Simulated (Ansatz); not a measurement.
## A hypothetical structure for ZnGaGeH

This structure for ZnGaGeH is made up. Its elements were placed in a known structure type with a cell scaled to their sizes. What cell does the guess relax to, and how far off was it?

Main program and level: Ansatz 0.2.0; DFT, PBE, plane-wave PAW, default files, scalar-relativistic, no spin, cell and ions relaxed at zero pressure, in the first sound run; inputs show where later runs differ.

## (1) Starting point

The structure is trigonal, space group P3m1 (No. 156). Conventional cell: a = 3.689 Å, b = 3.689 Å, c = 4.315 Å, α = 90.00°, β = 90.00°, γ = 120.00°. Ge has 3 Ga at 2.20 Å nearest. Nearest to Ga lie 1 H at 1.57 Å and 3 Ge at 2.20 Å. Zn has 3 H at 2.15 Å nearest. Nearest to H lie 1 Ga at 1.57 Å. Farther neighbours are not listed.

## (2) Relaxing cell and atoms

The guess takes its coordinates from another compound and its volume from a rule, so the cell and any free coordinates are relaxed together.

Input file input.yaml:

```yaml
crystal:
  lattice:
    - [3.689, 0.0, 0.0]
    - [-1.8445, 3.194767715, 0.0]
    - [0.0, 0.0, 4.315]
  atoms:
    - { symbol: Ge, position: [0.666666667, 0.333333333, 0.4273] }
    - { symbol: Ga, position: [0.0, 0.0, 0.5582] }
    - { symbol: Zn, position: [0.333333333, 0.666666667, 0.9946] }
    - { symbol: H, position: [0.0, 0.0, 0.923] }
kpoints:
  mp_grid: { grid: [8, 8, 6] }
scf:
  occupations: { method: fermi_dirac, width: 0.05 }
hamiltonian:
  xc: pbe
  pseudopotentials: { kind: paw }
relax:
  f_tol: 0.015
  max_steps: 70
  cell: {}
output:
  forces: true
  stress: true
```

Run with:

```sh
> ansatz run input.yaml --threads 4 --pin off --max-ram 8192MiB --backend cpu --events-out ev --progress --plain --runs-dir out
```

Numbers of over 12 decimals in the logs are rounded to 6 here.

What it wrote:

```text
Engine: ansatz 0.2.0, aarch64-unknown-linux-gnu
Pseudopotentials: kind: paw
Pseudopotential: Ge, paw, valence charge 14, recommended cutoff 420 eV (normal), Ge.paw.azcp
Pseudopotential: Ga, paw, valence charge 13, recommended cutoff 420 eV (normal), Ga.paw.azcp
Pseudopotential: Zn, paw, valence charge 12, recommended cutoff 420 eV (normal), Zn.paw.azcp
Pseudopotential: H, paw, valence charge 1, recommended cutoff 420 eV (normal), H.paw.azcp
Functional definition: PBE
  parameter kappa = 0.804
  parameter beta = 0.066725
  exchange = pbe_x(kappa = kappa, mu = beta*pi^2/3)
  correlation = pbe_c(beta = beta)
Crystal: 4 atoms, lattice volume = 50.854 Å³
Basis set: ecut = 420 eV, 987 PW (Γ), exchange–correlation on 50×50×60 points (8 copies of the dense FFT grid, shifted against one another)
Bands: 24, of which v1, the nominal top of the filled ones, is band 20 counted from 1 (19 counted from 0)
Symmetry: 6 space group operations
Space group: P3m1 (ITA 156), of the structure as read, at distance tolerance 3.7e-5 Å
k-points: 50 of 384 (time reversal used)
Non-local potential: Ge, projectors of the file, l = 0: 2, l = 1: 2, l = 2: 3, l = 3: 1
Non-local potential: Ga, projectors of the file, l = 0: 2, l = 1: 2, l = 2: 3, l = 3: 1
Non-local potential: Zn, projectors of the file, l = 0: 2, l = 1: 2, l = 2: 3, l = 3: 1
Non-local potential: H, projectors of the file, l = 0: 2, l = 1: 1
PAW form: soft (Blöchl's): semilocal exchange-correlation on the pseudo side does not see the compensation charge
PAW one-centre angular grid: Ge, 590 points (default); XC on 64 Gauss nodes
PAW one-centre angular grid: Ga, 590 points (default); XC on 64 Gauss nodes
PAW one-centre angular grid: Zn, 590 points (default); XC on 64 Gauss nodes
PAW one-centre angular grid: H, 110 points (default); XC on 64 Gauss nodes
Initial density: superposition of atomic densities (neutral atoms: chi_scale 0, normalization atom), corrected by the library's trained network
Initial wavefunctions: pseudopotential atomic-orbital guess
Functional: x = pbe(κ = 0.804, μ = 0.219515), c = pbe(β = 0.066725)
SCF iter   1: F=—  HF=-11410.117258 eV  |F-HF|=—  |Δ(HF+E_count)|=         —  Δρ=3.36e-3  dr2=5.82e-3  ethr=1.77e-3  ⟨swp⟩=6.0  Hψ=5609  notcnv=0
preconditioner: auto → Kerker (q_TF=auto, 2.621 Å⁻¹)  [metal: Δε(μ)=0.017 eV  Ē_g=16.894 eV  σ=0.050 eV  W_gap=0.09  n_scr=20 (ndim 8)  ℏωp=32.9 eV  f_vac=0.000  D(μ)=1.03/eV (n_scr^D=2)]
SCF iter   2: F=—  HF=-11410.115910 eV  |F-HF|=—  |Δ(HF+E_count)|=   1.35e-3  Δρ=1.94e-3  dr2=2.17e-3  ethr=1.45e-5  ⟨swp⟩=1.2  Hψ=1636  notcnv=0
SCF iter   3: F=—  HF=-11410.115684 eV  |F-HF|=—  |Δ(HF+E_count)|=   2.26e-4  Δρ=6.32e-4  dr2=1.26e-4  ethr=5.42e-6  ⟨swp⟩=2.6  Hψ=2081  notcnv=0
SCF iter   4: F=—  HF=-11410.115583 eV  |F-HF|=—  |Δ(HF+E_count)|=   1.01e-4  Δρ=2.42e-4  dr2=3.86e-5  ethr=3.15e-7  ⟨swp⟩=2.0  Hψ=2123  notcnv=0
SCF iter   5: F=—  HF=-11410.115612 eV  |F-HF|=—  |Δ(HF+E_count)|=   2.98e-5  Δρ=1.36e-4  dr2=9.70e-6  ethr=9.66e-8  ⟨swp⟩=2.0  Hψ=2192  notcnv=0
SCF iter   6: F=—  HF=-11410.115608 eV  |F-HF|=—  |Δ(HF+E_count)|=   4.31e-6  Δρ=7.06e-5  dr2=3.26e-6  ethr=2.43e-8  ⟨swp⟩=2.0  Hψ=2192  notcnv=0
SCF iter   7: F=—  HF=-11410.115607 eV  |F-HF|=—  |Δ(HF+E_count)|=   6.27e-7  Δρ=2.48e-5  dr2=5.00e-7  ethr=8.14e-9  ⟨swp⟩=2.0  Hψ=1617  notcnv=0
SCF iter   8: F=—  HF=-11410.115607 eV  |F-HF|=—  |Δ(HF+E_count)|=   2.13e-8  Δρ=1.52e-5  dr2=1.35e-7  ethr=1.25e-9  ⟨swp⟩=2.0  Hψ=2077  notcnv=0
SCF iter   9: F=-11410.115607 eV  HF=-11410.115607 eV  |F-HF|=1.81e-9  |Δ(HF+E_count)|=   7.28e-8  Δρ=4.38e-6  dr2=9.99e-9  ethr=2.50e-10  ⟨swp⟩=4.1  Hψ=4151  notcnv=0
SCF 1 converged in 9 iterations: F = -11410.115607 eV  dr2 = 9.99e-9
  greatest PAW one-centre occupation: 0.998 electrons in one spin orbital (limit 2), on the Ge atom at site 0 (counted from 0), in its partial waves of l = 2
relax step   1: F+E_penalty+E_count = -11410.11560736 eV  Δ(F+E_penalty+E_count) = +0.000e0 eV  max|allowed force component| = 2.663e0 eV/Å  Δτ_max = 0.0000 Å  P = +28.852 GPa  Ω = 50.854 Å³  (9 SCF iters, dr2 threshold 1.00e-7 eV, accepted)
Crystal: 4 atoms, lattice volume = 58.469 Å³
Basis set: ecut = 420 eV, 1143 PW (Γ), exchange–correlation on 50×50×60 points (8 copies of the dense FFT grid, shifted against one another)
Initial density: handed on by an earlier stage of this run
Initial wavefunctions: those handed on with the density
iter 1 solved again at ethr=2.21e-4 eV; its pass at ethr=3.10e-3 eV (dr2=8.84e-2 eV) is discarded
SCF iter   1: F=—  HF=-11411.251709 eV  |F-HF|=—  |Δ(HF+E_count)|=         —  Δρ=1.10e-2  dr2=8.95e-2  ethr=2.21e-4  ⟨swp⟩=1.0  Hψ=7588  notcnv=0
preconditioner: auto → Kerker (q_TF=auto, 2.561 Å⁻¹)  [metal: Δε(μ)=0.034 eV  Ē_g=16.352 eV  σ=0.050 eV  W_gap=0.17  n_scr=20 (ndim 8)  ℏωp=30.7 eV  f_vac=0.000  D(μ)=0.87/eV (n_scr^D=2)]
SCF iter   2: F=—  HF=-11411.237497 eV  |F-HF|=—  |Δ(HF+E_count)|=   1.42e-2  Δρ=6.43e-3  dr2=3.66e-2  ethr=2.21e-4  ⟨swp⟩=2.0  Hψ=1401  notcnv=0
SCF iter   3: F=—  HF=-11411.231849 eV  |F-HF|=—  |Δ(HF+E_count)|=   5.65e-3  Δρ=3.57e-3  dr2=6.94e-3  ethr=9.16e-5  ⟨swp⟩=2.0  Hψ=1929  notcnv=0
SCF iter   4: F=—  HF=-11411.227929 eV  |F-HF|=—  |Δ(HF+E_count)|=   3.92e-3  Δρ=1.26e-3  dr2=7.45e-4  ethr=1.74e-5  ⟨swp⟩=2.0  Hψ=2300  notcnv=0
SCF iter   5: F=—  HF=-11411.228001 eV  |F-HF|=—  |Δ(HF+E_count)|=   7.26e-5  Δρ=3.27e-4  dr2=1.16e-4  ethr=1.86e-6  ⟨swp⟩=2.0  Hψ=1887  notcnv=0
SCF iter   6: F=—  HF=-11411.228009 eV  |F-HF|=—  |Δ(HF+E_count)|=   7.55e-6  Δρ=1.28e-4  dr2=1.20e-5  ethr=2.90e-7  ⟨swp⟩=2.0  Hψ=1938  notcnv=0
SCF iter   7: F=—  HF=-11411.228016 eV  |F-HF|=—  |Δ(HF+E_count)|=   7.46e-6  Δρ=1.03e-4  dr2=4.93e-6  ethr=3.00e-8  ⟨swp⟩=2.0  Hψ=2196  notcnv=0
SCF iter   8: F=—  HF=-11411.228012 eV  |F-HF|=—  |Δ(HF+E_count)|=   4.05e-6  Δρ=2.95e-5  dr2=7.20e-7  ethr=1.23e-8  ⟨swp⟩=2.0  Hψ=2192  notcnv=0
SCF iter   9: F=-11411.228012 eV  HF=-11411.228012 eV  |F-HF|=1.20e-7  |Δ(HF+E_count)|=   2.17e-7  Δρ=1.32e-5  dr2=1.33e-7  ethr=1.00e-9  ⟨swp⟩=4.8  Hψ=4466  notcnv=0
SCF 2 converged in 9 iterations: F = -11411.228012 eV  dr2 = 1.33e-7
relax step   2: F+E_penalty+E_count = -11411.22801215 eV  Δ(F+E_penalty+E_count) = -1.112e0 eV  max|allowed force component| = 1.449e0 eV/Å  Δτ_max = 0.0986 Å  P = +8.724 GPa  Ω = 58.469 Å³  energy of the carried Pulay correction = -5.009e-3 eV  (9 SCF iters, dr2 threshold 4.00e-7 eV, accepted)
Crystal: 4 atoms, lattice volume = 61.578 Å³
Basis set: ecut = 420 eV, 1179 PW (Γ), exchange–correlation on 50×50×60 points (8 copies of the dense FFT grid, shifted against one another)
[...]
relax step   7: F+E_penalty+E_count = -11411.65905141 eV  Δ(F+E_penalty+E_count) = -3.007e-3 eV  max|allowed force component| = 4.095e-2 eV/Å  Δτ_max = 0.0779 Å  P = +0.343 GPa  Ω = 65.805 Å³  energy of the carried Pulay correction = -9.221e-3 eV  (8 SCF iters, dr2 threshold 4.00e-7 eV, accepted)
relax step   8: F+E_penalty+E_count = -11411.65914351 eV  Δ(F+E_penalty+E_count) = -9.210e-5 eV  max|allowed force component| = 2.181e-2 eV/Å  Δτ_max = 0.0194 Å  P = -0.339 GPa  Ω = 66.284 Å³  energy of the carried Pulay correction = -9.478e-3 eV  (7 SCF iters, dr2 threshold 4.00e-7 eV, accepted)
relax step   9: F+E_penalty+E_count = -11411.65977709 eV  Δ(F+E_penalty+E_count) = -6.336e-4 eV  max|allowed force component| = 3.241e-3 eV/Å  Δτ_max = 0.0032 Å  P = -0.022 GPa  Ω = 65.940 Å³  energy of the carried Pulay correction = -9.294e-3 eV  (5 SCF iters, dr2 threshold 3.08e-7 eV, accepted)
relax step  10: F+E_penalty+E_count = -11411.68772569 eV  Δ(F+E_penalty+E_count) = -2.795e-2 eV  max|allowed force component| = 1.067e-2 eV/Å  Δτ_max = 0.0000 Å  P = +0.666 GPa  Ω = 65.940 Å³  stress off target by 1.24e0 GPa  SCF on the basis re-selected at this cell (its energy is not comparable with the rows above)  (11 SCF iters)
relax step  11: F+E_penalty+E_count = -11411.69391824 eV  Δ(F+E_penalty+E_count) = -6.193e-3 eV  max|allowed force component| = 5.706e-2 eV/Å  Δτ_max = 0.0344 Å  P = +0.191 GPa  Ω = 67.238 Å³  energy of the carried Pulay correction = -6.336e-4 eV  (5 SCF iters, dr2 threshold 4.00e-7 eV, accepted)
relax step  12: F+E_penalty+E_count = -11411.69731113 eV  Δ(F+E_penalty+E_count) = -3.393e-3 eV  max|allowed force component| = 6.473e-2 eV/Å  Δτ_max = 0.0493 Å  P = +0.137 GPa  Ω = 68.539 Å³  energy of the carried Pulay correction = -1.340e-3 eV  (6 SCF iters, dr2 threshold 4.00e-7 eV, accepted)
relax step  13: F+E_penalty+E_count = -11411.69912576 eV  Δ(F+E_penalty+E_count) = -1.815e-3 eV  max|allowed force component| = 2.036e-2 eV/Å  Δτ_max = 0.0607 Å  P = +0.091 GPa  Ω = 70.102 Å³  energy of the carried Pulay correction = -2.293e-3 eV  (6 SCF iters, dr2 threshold 2.62e-7 eV, accepted)
relax step  14: F+E_penalty+E_count = -11411.69825975 eV  Δ(F+E_penalty+E_count) = +8.660e-4 eV  max|allowed force component| = 5.958e-2 eV/Å  Δτ_max = 0.0412 Å  P = +0.034 GPa  Ω = 71.242 Å³  energy of the carried Pulay correction = -3.063e-3 eV  (7 SCF iters, dr2 threshold 3.38e-8 eV, rejected (line search))
relax step  15: F+E_penalty+E_count = -11411.69907501 eV  Δ(F+E_penalty+E_count) = +5.075e-5 eV  max|allowed force component| = 6.683e-3 eV/Å  Δτ_max = 0.0169 Å  P = +0.005 GPa  Ω = 70.665 Å³  energy of the carried Pulay correction = -2.665e-3 eV  (10 SCF iters, accepted)
relax step  16: F+E_penalty+E_count = -11411.69899901 eV  Δ(F+E_penalty+E_count) = +7.600e-5 eV  max|allowed force component| = 7.202e-3 eV/Å  Δτ_max = 0.0080 Å  P = +0.039 GPa  Ω = 70.782 Å³  energy of the carried Pulay correction = -2.744e-3 eV  (9 SCF iters, accepted)
relax step  17: F+E_penalty+E_count = -11411.69901336 eV  Δ(F+E_penalty+E_count) = -1.435e-5 eV  max|allowed force component| = 1.073e-3 eV/Å  Δτ_max = 0.0027 Å  P = -0.001 GPa  Ω = 70.788 Å³  energy of the carried Pulay correction = -2.749e-3 eV  (5 SCF iters, dr2 threshold 6.77e-9 eV, accepted)
iter 1 solved again at ethr=3.67e-7 eV; its pass at ethr=3.10e-3 eV (dr2=1.47e-4 eV) is discarded
SCF iter   1: F=—  HF=-11411.680579 eV  |F-HF|=—  |Δ(HF+E_count)|=         —  Δρ=1.33e-3  dr2=6.70e-5  ethr=3.67e-7  ⟨swp⟩=2.5  Hψ=8003  notcnv=0
preconditioner: auto → Resta (q_TF=auto, 2.481 Å⁻¹)  ε∞=4.1  [insulator: Δε(μ)=0.137 eV  Ē_g=15.729 eV  σ=0.050 eV  W_gap=0.55  n_scr=22 (ndim 8)  ℏωp=27.9 eV  f_vac=0.027  D(μ)=0.54/eV (n_scr^D=0)  ε∞_Penn≈4.1]
SCF iter   2: F=—  HF=-11411.696335 eV  |F-HF|=—  |Δ(HF+E_count)|=   1.58e-2  Δρ=6.69e-4  dr2=9.50e-6  ethr=1.67e-7  ⟨swp⟩=2.2  Hψ=1725  notcnv=0
SCF iter   3: F=—  HF=-11411.700778 eV  |F-HF|=—  |Δ(HF+E_count)|=   4.44e-3  Δρ=2.47e-4  dr2=3.08e-6  ethr=2.37e-8  ⟨swp⟩=2.1  Hψ=1705  notcnv=0
SCF iter   4: F=—  HF=-11411.701376 eV  |F-HF|=—  |Δ(HF+E_count)|=   5.98e-4  Δρ=1.02e-4  dr2=2.17e-6  ethr=7.71e-9  ⟨swp⟩=2.0  Hψ=2195  notcnv=0
SCF iter   5: F=—  HF=-11411.701449 eV  |F-HF|=—  |Δ(HF+E_count)|=   7.30e-5  Δρ=2.45e-5  dr2=2.82e-7  ethr=5.42e-9  ⟨swp⟩=2.0  Hψ=1654  notcnv=0
SCF iter   6: F=—  HF=-11411.701454 eV  |F-HF|=—  |Δ(HF+E_count)|=   4.89e-6  Δρ=7.18e-6  dr2=5.95e-8  ethr=7.05e-10  ⟨swp⟩=2.0  Hψ=2194  notcnv=0
SCF iter   7: F=—  HF=-11411.701454 eV  |F-HF|=—  |Δ(HF+E_count)|=   1.53e-7  Δρ=2.00e-6  dr2=6.92e-9  ethr=1.49e-10  ⟨swp⟩=2.1  Hψ=1745  notcnv=0
SCF iter   8: F=—  HF=-11411.701454 eV  |F-HF|=—  |Δ(HF+E_count)|=   6.32e-9  Δρ=6.71e-7  dr2=2.24e-10  ethr=1.73e-11  ⟨swp⟩=2.0  Hψ=1934  notcnv=0
SCF iter   9: F=—  HF=-11411.701454 eV  |F-HF|=—  |Δ(HF+E_count)|=  1.98e-10  Δρ=4.75e-7  dr2=2.11e-10  ethr=1.00e-12  ⟨swp⟩=5.0  Hψ=4858  notcnv=0
SCF iter  10: F=-11411.701454 eV  HF=-11411.701454 eV  |F-HF|=4.00e-11  |Δ(HF+E_count)|=  4.89e-10  Δρ=1.37e-7  dr2=2.83e-11  ethr=1.00e-12  ⟨swp⟩=3.0  Hψ=4705  notcnv=0
SCF 18 converged in 10 iterations: F = -11411.701454 eV  dr2 = 2.83e-11
relax step  18: F+E_penalty+E_count = -11411.70145393 eV  Δ(F+E_penalty+E_count) = -2.441e-3 eV  max|allowed force component| = 1.220e-3 eV/Å  Δτ_max = 0.0000 Å  P = -0.024 GPa  Ω = 70.788 Å³  stress off target by 3.85e-2 GPa  SCF on the basis re-selected at this cell (its energy is not comparable with the rows above)  (10 SCF iters)
basis re-selected at this cell: Δ(F+E_penalty+E_count) = -2.441e-3 eV, ΔP = -0.023 GPa vs the last step (what re-selecting the basis moved, of the pressure what is left beyond the Pulay correction that the steps carried, after the strain that the cell walked since its last selection, with what the two solves' SCF thresholds leave and, on support functions, any second-order correction that the steps lacked; it is no m [...]
SCF converged after 10 iterations
Free energy (F): -11411.701454 eV
Harris-Foulkes:  -11411.701454 eV  (|F-HF|=4.00e-11)
Internal energy: -11411.696394 eV  (E = F + TS)
E sigma→0 (E₀):  -11411.698924 eV
Entropy (-TS):   -0.005060 eV (-1.265 meV/atom)
Fermi energy:    6.867666 eV
--- Per-component energies (eV) ---
  E_band       = -228.042426
  E_kinetic    = 368.796646
  E_local      = -6568.644240  (includes V_loc(G=0)·N_el)
  E_nonlocal   = 1455.860037
  E_hartree    = 2908.326918
  E_xc         = -289.266641
  E_vxc        = -183.866417  (∫ρ·V_xc dr)
  E_paw        = -5834.146213  (= ΣΔE_a)
  E_vpaw       = -1116.840781  (= ΣTr[D̂ρ^β])
  E_aug_tail   = -0.001233  (compensation charges beyond the density's cutoff)
  E_ewald      = -3452.621668
  E_smearing   = -0.005060  (= −TS)
  E_closure    = -0.000000  (closes the sum)
  Σ components = -11411.701454   (vs F -11411.701454, Δ=0.00e0)
--- Forces (eV/Å), atoms counted from 1 ---
  atom   1  Ge     0.00000000     0.00000000    -0.00122037
  atom   2  Ga     0.00000000     0.00000000     0.00037057
  atom   3  Zn     0.00000000     0.00000000    -0.00023952
  atom   4  H     -0.00000000    -0.00000000     0.00108846
  max |Σ_I F_I| component: 8.63e-7 eV/Å
--- Stress (GPa, compression-positive) ---
       -0.038502       0.000000      -0.000000
        0.000000      -0.038502       0.000000
       -0.000000       0.000000       0.003641
  P = ⅓ Tr σ = -0.0245 GPa (-0.245 kbar)
--- Relaxed structure (16 steps of the walk, 15 accepted, 2 SCFs on fresh bases) ---
  F+E_penalty+E_count = -11411.70145393 eV   max|allowed force component| = 1.220e-3 eV/Å   (the final SCF, on the basis selected at the relaxed cell)
  cell:  # Å, volume = 70.7876 Å³
    - [3.963854, 0, 1.3247720349363115e-16]
    - [-1.981927, 3.432798, -6.623860174681557e-17]
    - [1.5495774817992007e-16, 0, 5.202248]
  atoms:
    - { symbol: Ge, position: [0.666667, 0.333333, 0.345181] }
    - { symbol: Ga, position: [1.572905032150061e-18, 0, 0.568689] }
    - { symbol: Zn, position: [0.333333, 0.666667, 1.108325] }
    - { symbol: H, position: [-6.31224862681741e-18, 0, 0.880905] }
```

The job ended after 42 s (4 threads of Arm Neoverse V1, shared host; peak memory 0.49 GiB).

Step by step:

| step | energy less that of the first step (eV) | largest force component (eV/Å) | pressure (GPa) | volume (Å³) |
| --- | --- | --- | --- | --- |
| 1 | 0.0000 | 2.6626 | 28.85 | 50.85 |
| 2 | -1.1124 | 1.4495 | 8.72 | 58.47 |
| 3 | -1.4776 | 0.3481 | 1.61 | 61.58 |
| 4 | -1.5073 | 0.1657 | 0.18 | 62.91 |
| 5 | -1.5282 | 0.1037 | 0.01 | 64.05 |
| 6 | -1.5404 | 0.1009 | -0.13 | 65.17 |
| 7 | -1.5434 | 0.0410 | 0.34 | 65.80 |
| 8 | -1.5435 | 0.0218 | -0.34 | 66.28 |
| 9 | -1.5442 | 0.0032 | -0.02 | 65.94 |
| 10* | -1.5721 | 0.0107 | 0.67 | 65.94 |
| 11 | -1.5783 | 0.0571 | 0.19 | 67.24 |
| 12 | -1.5817 | 0.0647 | 0.14 | 68.54 |
| 13 | -1.5835 | 0.0204 | 0.09 | 70.10 |
| 14 | -1.5827 | 0.0596 | 0.03 | 71.24 |
| 15 | -1.5835 | 0.0067 | 0.00 | 70.66 |
| 16 | -1.5834 | 0.0072 | 0.04 | 70.78 |
| 17 | -1.5834 | 0.0011 | 0.00 | 70.79 |
| 18* | -1.5858 | 0.0012 | -0.02 | 70.79 |

Relaxation steps marked * repeat the geometry before them on a plane-wave basis chosen anew for their cell, so energy and pressure can jump there. Relaxation step 14 was tried and not accepted.

The run keeps the 6 symmetry operations that it works with, so distortions that break them were not tested.

| cell as run | before | after | change |
| --- | --- | --- | --- |
| a (Å) | 3.689 | 3.964 | +7.5 % |
| b (Å) | 3.689 | 3.964 | +7.5 % |
| c (Å) | 4.315 | 5.202 | +20.6 % |
| volume (Å³/atom) | 12.71 | 17.70 | +39.2 % |

The atoms that moved most (Å, as changes of fractional coordinates times the final cell):

| atom | dx | dy | dz | length |
| --- | --- | --- | --- | --- |
| Zn3 | 0.000 | 0.000 | 0.592 | 0.592 |
| Ge1 | 0.000 | 0.000 | -0.427 | 0.427 |
| H4 | 0.000 | 0.000 | -0.219 | 0.219 |
| Ga2 | 0.000 | 0.000 | 0.055 | 0.055 |

Final coordinates:

```cif
data_structure
_symmetry_space_group_name_H-M 'P 1'
_symmetry_Int_Tables_number 1
_cell_length_a 3.9639
_cell_length_b 3.9639
_cell_length_c 5.2022
_cell_angle_alpha 90.000
_cell_angle_beta 90.000
_cell_angle_gamma 120.000
_cell_volume 70.79
loop_
_atom_site_label
_atom_site_type_symbol
_atom_site_fract_x
_atom_site_fract_y
_atom_site_fract_z
_atom_site_occupancy
Ge1 Ge 0.66667 0.33333 0.34518 1
Ga2 Ga 0.00000 0.00000 0.56869 1
Zn3 Zn 0.33333 0.66667 0.10832 1
H4 H 0.00000 0.00000 0.88090 1
```

Numbers from this step:

```yaml
free_energy: -11411.7015 eV
energy_at_zero_smearing: -11411.6989 eV
smearing_term_ts: 0.005060 eV
fermi_energy: 6.868 eV
electrons: 40
symmetry_operations: 6
pressure: -0.02445 GPa
```

Shortest distances by pair of elements, guess and relaxed (not always the same contact):

| pair | guess (Å) | relaxed (Å) |
| --- | --- | --- |
| Ga–H | 1.574 | 1.624 |
| Ga–Ge | 2.203 | 2.567 |
| H–Zn | 2.152 | 2.576 |
| Ge–Zn | 2.832 | 2.599 |
| Ga–Zn | 2.843 | 3.313 |

The relaxation ends with a largest force component of 0.0012 eV/Å and a pressure of -0.02 GPa.

[end of part 1 of 2]

[Logs are printed without paths, hosts, clocks, repeated set-up lines and the standing remarks that a program may print on its own settings, such as how far it seeks lower states.]

[Hosts, paths, dates, database ids (printed as entryN), source tags and the programs' standing remarks are cut or masked in the printed files.]
